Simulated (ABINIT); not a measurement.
**How the form of the self-energy moves the gap of SnO2 (Cassiterite)**

How much does the gap of SnO2 (Cassiterite) depend on the approximation to the self-energy?

Calculated with ABINIT 10.8.3; PBE and many-body steps on it, plane waves.

**Experimental background.**

- Gap 3.6 eV: experimental gap quoted from earlier work; bulk crystal (quoted in “Study on the Photocatalytic Properties of Flower-Shaped SnO2”, 2022, pmc:9565917).

Report form: the programs' logs are mostly left out.

### Step 1. The starting structure

Symmetry: P4_2/mnm, No. 136, tetragonal system. The conventional cell has a = 4.738 Å, b = 4.738 Å, c = 3.187 Å, α = 90.00°, β = 90.00°, γ = 90.00°. Nearest to Sn lie 6 O at 2.05 to 2.06 Å. O has 3 Sn at 2.05 to 2.06 Å nearest. Farther neighbours and most contacts between anions are not listed.

Coordinates:

```cif
data_structure
_symmetry_space_group_name_H-M 'P4_2/mnm'
_symmetry_Int_Tables_number 136
_cell_length_a 4.7380
_cell_length_b 4.7380
_cell_length_c 3.1865
_cell_angle_alpha 90.000
_cell_angle_beta 90.000
_cell_angle_gamma 90.000
_cell_volume 71.53
loop_
_atom_site_label
_atom_site_type_symbol
_atom_site_symmetry_multiplicity
_atom_site_Wyckoff_symbol
_atom_site_fract_x
_atom_site_fract_y
_atom_site_fract_z
_atom_site_occupancy
Sn1 Sn 2 a 0.00000 0.00000 0.00000 1
O1 O 4 f 0.30710 0.30710 0.00000 1
```

The cell and positions come from the Crystallography Open Database and are kept as given unless a step says otherwise.

### Step 2. Empty states on the mesh, 4×4×4 mesh, 88 bands

This step: ABINIT 10.8.3; DFT, PBE, plane waves, norm-conserving pseudopotentials.

The sums over transitions need many empty states on a uniform mesh; this step solves for them.

run.abi

```
acell 3*1.0 Angstrom
rprim 
  4.738000000000 0.000000000000 0.000000000000
  0.000000000000 4.738000000000 0.000000000000
  0.000000000000 0.000000000000 3.186500000000
ntypat 2
znucl 50 8
natom 6
typat 1 1 2 2 2 2
xred 
  0.000000000000 0.000000000000 0.000000000000
  0.500000000000 0.500000000000 0.500000000000
  0.307100000000 0.307100000000 0.000000000000
  0.192900000000 0.807100000000 0.500000000000
  0.692900000000 0.692900000000 0.000000000000
  0.807100000000 0.192900000000 0.500000000000
pp_dirpath "pseudos"
pseudos "Sn.upf, O.upf"
ecut 36
ngkpt 4 4 4
nshiftk 1
shiftk 0 0 0
kptopt 1
chksymbreak 0
iscf -2
irdden 1
istwfk *1
nband 88
nbdbuf 8
tolwfr 1e-09
nstep 60
prtvol 0
indata_prefix "in"
outdata_prefix "out"
tmpdata_prefix "tmp"
```

On the command line:

```bash
> OMP_NUM_THREADS=1 mpirun -n 8 abinit run.abi > log
```

Elapsed: 46 s, on 8 MPI ranks of Intel Xeon Platinum 8488C (Sapphire Rapids), shared host; peak memory 0.71 GiB.

Numbers from this step:

```yaml
gap: 1.265 eV
k_of_the_valence_top: 0, 0, 0
k_of_the_conduction_bottom: 0, 0, 0
least_direct_gap: 1.265 eV
k_points_computed: 18
lowest_point_of_the_top_converged_band_above_the_valence_top: 41.13 eV
```

On this mesh the gap is 1.265 eV.

The density comes from a self-consistent run that is not shown.

### Step 3. Screening, 4×4×4 mesh, 80 bands, screening to 122.5 eV

The RPA dielectric matrix is built and inverted for each q.

This step: RPA screening on PBE, plane waves, norm-conserving pseudopotentials.

run.abi: that of step 2 with these lines changed.

```diff
@@ -24,10 +24,11 @@
 chksymbreak 0
-iscf -2
-irdden 1
 istwfk *1
-nband 88
-nbdbuf 8
-tolwfr 1e-09
-nstep 60
-prtvol 0
+occopt 1
+irdwfk 1
+optdriver 3
+nband 80
+ecuteps 4.5
+inclvkb 2
+awtr 1
+symchi 1
 indata_prefix "in"
```

Run time: 1.8 min. Hardware: 8 MPI ranks; peak memory 3.5 GiB; 14 min of CPU time.

Numbers from this step:

* ε∞ with local fields, on this mesh, along the program's q direction: 4.604
* the same without local fields: 4.809
* plasma frequency: 31.66 eV
* plane waves in the screening matrix: 217

Local fields lower ε∞ by 4 %. On a Γ-centred mesh this coarse the value itself is usually too large, while a short band sum pulls it down.

### Step 4. G0W0, Godby-Needs plasmon pole

The self-energy is evaluated for the states that the input lists, and the levels follow from it, in one-shot runs by the linearised quasiparticle equation.

This step: G0W0 on PBE, plane waves, norm-conserving pseudopotentials.

run.abi: that of step 3 with these lines changed.

```diff
@@ -27,8 +27,15 @@
 irdwfk 1
-optdriver 3
+optdriver 4
 nband 80
+gwcalctyp 0
+ecutsigx 36
+symsigma 1
+nkptgw 1
+kptgw 
+  0.0000000000 0.0000000000 0.0000000000
+bdgw 
+  24 28
 ecuteps 4.5
-inclvkb 2
-awtr 1
-symchi 1
+irdscr 1
+ppmodel 1
 indata_prefix "in"
```

Elapsed: 7.3 s, on 8 MPI ranks; peak memory 1.9 GiB.

Numbers from this step:

- G0W0 gap on the points computed: 2.343 eV
- starting gap on the mesh: 1.265 eV
- k of the valence top: 0, 0, 0
- k of the conduction bottom: 0, 0, 0
- Z at the valence top: 0.789
- Z at the conduction bottom: 0.841
- least direct G0W0 gap on the computed points: 2.343 eV

The gap on the mesh goes from 1.27 eV to 2.34 eV, a correction of +1.08 eV.

### Step 5. G0W0, Hybertsen-Louie plasmon pole

run.abi: that of step 4 with these lines changed.

```diff
@@ -39,3 +39,3 @@
 irdscr 1
-ppmodel 1
+ppmodel 2
 indata_prefix "in"
```

Elapsed: 7.7 s, on 8 MPI ranks; peak memory 1.8 GiB.

This step gave:

* G0W0 gap on the points computed: 2.591 eV
* starting gap on the mesh: 1.265 eV
* k of the valence top: 0, 0, 0
* k of the conduction bottom: 0, 0, 0
* Z at the valence top: 0.858
* Z at the conduction bottom: 0.884
* least direct G0W0 gap on the computed points: 2.591 eV

Against G0W0 in ABINIT (4×4×4 mesh, 80 bands, screening to 122.5 eV, Godby-Needs plasmon pole), the gap moves by +0.248 eV.

### Step 6. G0W0, von der Linden-Horsch plasmon pole

run.abi: that of step 5 with these lines changed.

```diff
@@ -39,3 +39,3 @@
 irdscr 1
-ppmodel 2
+ppmodel 3
 indata_prefix "in"
```

Wall time 7.5 s (8 MPI ranks); peak memory 1.9 GiB; 58 s of CPU time.

This step gave:

```
G0W0 gap on the points computed              : 2.296 eV
starting gap on the mesh                     : 1.265 eV
k of the valence top                         : 0, 0, 0
k of the conduction bottom                   : 0, 0, 0
least direct G0W0 gap on the computed points : 2.296 eV
```

Against G0W0 in ABINIT (4×4×4 mesh, 80 bands, screening to 122.5 eV, Godby-Needs plasmon pole), the gap moves by −0.047 eV.

### Step 7. G0W0, Engel-Farid plasmon pole

run.abi: that of step 6 with these lines changed.

```diff
@@ -39,3 +39,3 @@
 irdscr 1
-ppmodel 3
+ppmodel 4
 indata_prefix "in"
```

The job ended after 7.5 s (8 MPI ranks; peak memory 2 GiB; 58 s of CPU time).

This step gave:

| Item | Value |
| --- | --- |
| G0W0 gap on the points computed | 2.264 eV |
| starting gap on the mesh | 1.265 eV |
| k of the valence top | 0, 0, 0 |
| k of the conduction bottom | 0, 0, 0 |
| least direct G0W0 gap on the computed points | 2.264 eV |

Against G0W0 in ABINIT (4×4×4 mesh, 80 bands, screening to 122.5 eV, Godby-Needs plasmon pole), the gap moves by −0.079 eV.

### Step 8. One-shot SEX

This step: one-shot SEX on PBE, plane waves, norm-conserving pseudopotentials.

run.abi: that of step 7 with these lines changed.

```diff
@@ -29,3 +29,3 @@
 nband 80
-gwcalctyp 0
+gwcalctyp 6
 ecutsigx 36
@@ -39,3 +39,2 @@
 irdscr 1
-ppmodel 4
 indata_prefix "in"
```

Wall time 4.5 s (8 MPI ranks); peak memory 1.4 GiB.

This step gave:

```yaml
quasiparticle_gap_on_the_points_computed: 1.352 eV
starting_gap_on_the_mesh: 1.265 eV
k_of_the_valence_top: 0, 0, 0
k_of_the_conduction_bottom: 0, 0, 0
least_direct_quasiparticle_gap_on_the_computed_points: 1.352 eV
```

Against G0W0 in ABINIT (4×4×4 mesh, 80 bands, screening to 122.5 eV, Godby-Needs plasmon pole), the gap moves by −0.991 eV.

### Step 9. One-shot COHSEX

This step: one-shot COHSEX on PBE, plane waves, norm-conserving pseudopotentials.

run.abi: that of step 8 with these lines changed.

```diff
@@ -29,3 +29,3 @@
 nband 80
-gwcalctyp 6
+gwcalctyp 7
 ecutsigx 36
```

The job ended after 4.9 s (8 MPI ranks; peak memory 0.68 GiB; 37 s of CPU time).

Numbers from this step:

```
quasiparticle gap on the points computed              : 3.158 eV
starting gap on the mesh                              : 1.265 eV
k of the valence top                                  : 0, 0, 0
k of the conduction bottom                            : 0, 0, 0
least direct quasiparticle gap on the computed points : 3.158 eV
```

Against G0W0 in ABINIT (4×4×4 mesh, 80 bands, screening to 122.5 eV, Godby-Needs plasmon pole), the gap moves by +0.815 eV.

### Step 10. One-shot Hartree-Fock

This step: one-shot Hartree-Fock on PBE, plane waves, norm-conserving pseudopotentials.

run.abi: that of step 9 with these lines changed.

```diff
@@ -28,4 +28,4 @@
 optdriver 4
-nband 80
-gwcalctyp 7
+nband 30
+gwcalctyp 5
 ecutsigx 36
@@ -37,4 +37,4 @@
   24 28
-ecuteps 4.5
-irdscr 1
+ixc_sigma 40
+fftgw 31
 indata_prefix "in"
```

Wall time 4.9 s (8 MPI ranks); peak memory 0.44 GiB.

This step gave:

```yaml
quasiparticle_gap_on_the_points_computed: 10.64 eV
starting_gap_on_the_mesh: 1.265 eV
k_of_the_valence_top: 0, 0, 0
k_of_the_conduction_bottom: 0, 0, 0
least_direct_quasiparticle_gap_on_the_computed_points: 10.64 eV
```

Against G0W0 in ABINIT (4×4×4 mesh, 80 bands, screening to 122.5 eV, Godby-Needs plasmon pole), the gap moves by +8.298 eV.

### Step 11. Screening, 4×4×4 mesh, 80 bands, screening to 122.5 eV

This step: RPA screening on PBE, plane waves, norm-conserving pseudopotentials.

run.abi: that of step 10 with these lines changed.

```diff
@@ -27,14 +27,14 @@
 irdwfk 1
-optdriver 4
-nband 30
-gwcalctyp 5
-ecutsigx 36
-symsigma 1
-nkptgw 1
-kptgw 
-  0.0000000000 0.0000000000 0.0000000000
-bdgw 
-  24 28
-ixc_sigma 40
-fftgw 31
+optdriver 3
+nband 80
+ecuteps 4.5
+inclvkb 2
+awtr 1
+symchi 1
+gwcalctyp 2
+nfreqre 16
+freqremax 40 eV
+nfreqim 8
+spmeth 1
+nomegasf 120
 indata_prefix "in"
```

It took 2.6 min on 8 MPI ranks; peak memory 4.2 GiB.

This step gave:

```yaml
eps_infinity_with_local_fields_on_this_mesh_along_the_program_s_q_direction: 4.615
the_same_without_local_fields: 4.82
plasma_frequency: 31.66 eV
plane_waves_in_the_screening_matrix: 217
```

### Step 12. G0W0, contour deformation

This step: G0W0 on PBE, plane waves, norm-conserving pseudopotentials.

run.abi: that of step 11 with these lines changed.

```diff
@@ -27,14 +27,14 @@
 irdwfk 1
-optdriver 3
+optdriver 4
 nband 80
+gwcalctyp 2
+ecutsigx 36
+symsigma 1
+nkptgw 1
+kptgw 
+  0.0000000000 0.0000000000 0.0000000000
+bdgw 
+  24 28
 ecuteps 4.5
-inclvkb 2
-awtr 1
-symchi 1
-gwcalctyp 2
-nfreqre 16
-freqremax 40 eV
-nfreqim 8
-spmeth 1
-nomegasf 120
+irdscr 1
 indata_prefix "in"
```

Elapsed: 7 s, on 8 MPI ranks; peak memory 2.1 GiB.

This step gave:

| Quantity | Value |
| --- | --- |
| G0W0 gap on the points computed | 2.333 eV |
| starting gap on the mesh | 1.265 eV |
| k of the valence top | 0, 0, 0 |
| k of the conduction bottom | 0, 0, 0 |
| least direct G0W0 gap on the computed points | 2.333 eV |

Against G0W0 in ABINIT (4×4×4 mesh, 80 bands, screening to 122.5 eV, Godby-Needs plasmon pole), the gap moves by −0.010 eV.

### Step 13. Screening, 4×4×4 mesh, 80 bands, screening to 122.5 eV

This step: RPA screening on PBE, plane waves, norm-conserving pseudopotentials.

run.abi: that of step 12 with these lines changed.

```diff
@@ -27,14 +27,11 @@
 irdwfk 1
-optdriver 4
+optdriver 3
 nband 80
-gwcalctyp 2
-ecutsigx 36
-symsigma 1
-nkptgw 1
-kptgw 
-  0.0000000000 0.0000000000 0.0000000000
-bdgw 
-  24 28
 ecuteps 4.5
-irdscr 1
+inclvkb 2
+awtr 1
+symchi 1
+gwcalctyp 1
+nfreqre 0
+nfreqim 16
 indata_prefix "in"
```

It took 4.5 min on 8 MPI ranks; peak memory 3.6 GiB.

This step gave:

```
ε∞ with local fields, on this mesh, along the program's q direction : 4.604
the same without local fields                                       : 4.809
plasma frequency                                                    : 31.66 eV
plane waves in the screening matrix                                 : 217
```

### Step 14. G0W0, analytic continuation

This step: G0W0 on PBE, plane waves, norm-conserving pseudopotentials.

run.abi: that of step 13 with these lines changed.

```diff
@@ -27,11 +27,16 @@
 irdwfk 1
-optdriver 3
+optdriver 4
 nband 80
+gwcalctyp 1
+ecutsigx 36
+symsigma 1
+nkptgw 1
+kptgw 
+  0.0000000000 0.0000000000 0.0000000000
+bdgw 
+  24 28
 ecuteps 4.5
-inclvkb 2
-awtr 1
-symchi 1
-gwcalctyp 1
-nfreqre 0
-nfreqim 16
+irdscr 1
+nomegasi 12
+omegasimax 25 eV
 indata_prefix "in"
```

The job ended after 9.3 s (8 MPI ranks; peak memory 2.1 GiB; 72 s of CPU time).

This step gave:

```yaml
g0w0_gap_on_the_points_computed: 2.165 eV
starting_gap_on_the_mesh: 1.265 eV
k_of_the_valence_top: 0, 0, 0
k_of_the_conduction_bottom: 0, 0, 0
least_direct_g0w0_gap_on_the_computed_points: 2.165 eV
```

Against G0W0 in ABINIT (4×4×4 mesh, 80 bands, screening to 122.5 eV, Godby-Needs plasmon pole), the gap moves by −0.178 eV.

### Step 15. The runs together

Times are wall times on 8 MPI ranks of Intel Xeon Platinum 8488C (Sapphire Rapids), shared host, good to a factor of about two. A run's time includes the screening step that it read.

```
                                     run   mesh  bands  screening cutoff (eV)  DFT gap (eV)  gap on the mesh (eV)  direct (eV)  ε∞ used     time
          G0W0, Godby-Needs plasmon pole  4×4×4     80                  122.5         1.265                 2.343        2.343     4.60  1.9 min
      G0W0, Hybertsen-Louie plasmon pole  4×4×4     80                  122.5         1.265                 2.591        2.591     4.60  1.9 min
G0W0, von der Linden-Horsch plasmon pole  4×4×4     80                  122.5         1.265                 2.296        2.296     4.60  1.9 min
          G0W0, Engel-Farid plasmon pole  4×4×4     80                  122.5         1.265                 2.264        2.264     4.60  1.9 min
                            one-shot SEX  4×4×4     80                  122.5         1.265                 1.352        1.352     4.60  1.9 min
                         one-shot COHSEX  4×4×4     80                  122.5         1.265                 3.158        3.158     4.60  1.9 min
                   one-shot Hartree-Fock  4×4×4      -                      -         1.265                10.641       10.641        -    4.9 s
               G0W0, contour deformation  4×4×4     80                  122.5         1.265                 2.333        2.333     4.62  2.7 min
             G0W0, analytic continuation  4×4×4     80                  122.5         1.265                 2.165        2.165     4.60  4.6 min
```

### Step 16. Results

- G0W0, Godby-Needs plasmon pole: 2.343 eV
- G0W0, Hybertsen-Louie plasmon pole: 2.591 eV
- G0W0, von der Linden-Horsch plasmon pole: 2.296 eV
- G0W0, Engel-Farid plasmon pole: 2.264 eV
- one-shot SEX: 1.352 eV
- one-shot COHSEX: 3.158 eV
- one-shot Hartree-Fock: 10.641 eV
- G0W0, contour deformation: 2.333 eV
- G0W0, analytic continuation: 2.165 eV
- known limits: not at the basis limit; exchange with frozen shells missing; no spin-orbit coupling; coarse k mesh

G0W0, Hybertsen-Louie plasmon pole: +0.248 eV against G0W0, Godby-Needs plasmon pole. G0W0, von der Linden-Horsch plasmon pole: −0.047 eV against G0W0, Godby-Needs plasmon pole. G0W0, Engel-Farid plasmon pole: −0.079 eV against G0W0, Godby-Needs plasmon pole. One-shot SEX: −0.991 eV against G0W0, Godby-Needs plasmon pole. One-shot COHSEX: +0.815 eV against G0W0, Godby-Needs plasmon pole. One-shot Hartree-Fock: +8.298 eV against G0W0, Godby-Needs plasmon pole. G0W0, contour deformation: −0.010 eV against G0W0, Godby-Needs plasmon pole. G0W0, analytic continuation: −0.178 eV against G0W0, Godby-Needs plasmon pole. Bare exchange alone opens the gap to 10.64 eV; against G0W0, correlation takes back 8.30 eV. Static COHSEX lies above G0W0: it lacks the factor Z and overstates the Coulomb hole of the filled states. Against experiment, by G0W0, Godby-Needs plasmon pole: the gap of 2.34 eV lies −1.26 eV from the measured 3.6 eV (kind not stated, quoted 2022). These are gaps on the mesh, at modest bands and cutoff. The calculation has static nuclei and no excitons; a measured gap holds zero-point and thermal motion, which mostly lowers it. Against the values above the computed gap that would widen the miss. An edge that is forbidden or weak in absorption could explain it, and so could too strong a screening: the start's gap is only 1.27 eV, the mesh is coarse, and one shot does not repair that. Bands and cutoff are finite, so the gap is not at the basis limit. The miss can reach some tenths of an eV and take either sign; the mesh is an error of its own. In the G0W0 runs levels were corrected at 1 k point alone, so a gap called «on the mesh» is the least over those, and an edge elsewhere would be missed. The 4×4×4 mesh is coarse for this cell, which bears on the long-range parts of exchange and screening. The norm-conserving file of at least one element keeps a d shell over frozen s and p shells of the same row. Exchange with those shells is missing from the self-energy, an error of 0.3 to 0.9 eV in cases checked, whose sign depends on which edge lies on those atoms. The many-body steps are scalar-relativistic: spin-orbit coupling is not in them.

[Paths, hosts, dates, memory and timing lines, banners, echoed tables and standing remarks are left out of the program output.]

[Logs are printed without paths, hosts, clocks, repeated set-up lines and the standing remarks that a program may print on its own settings, such as how far it seeks lower states.]

[Runs of the session that timed out or met a known fault of the program may be left out.]

[Hosts, paths, dates, database ids (printed as entryN), source tags and the programs' standing remarks are cut or masked in the printed files.]

[G0W0 gaps are taken among the corrected bands and points alone; a level outside them can change the order at an edge.]

[Where Ansatz stands beside ABINIT at settings called matched, ABINIT's density can come from a denser mesh and the files from another edition; pairs whose starting gaps differed by over 0.03 eV were left out, so agreement reads better than it is.]
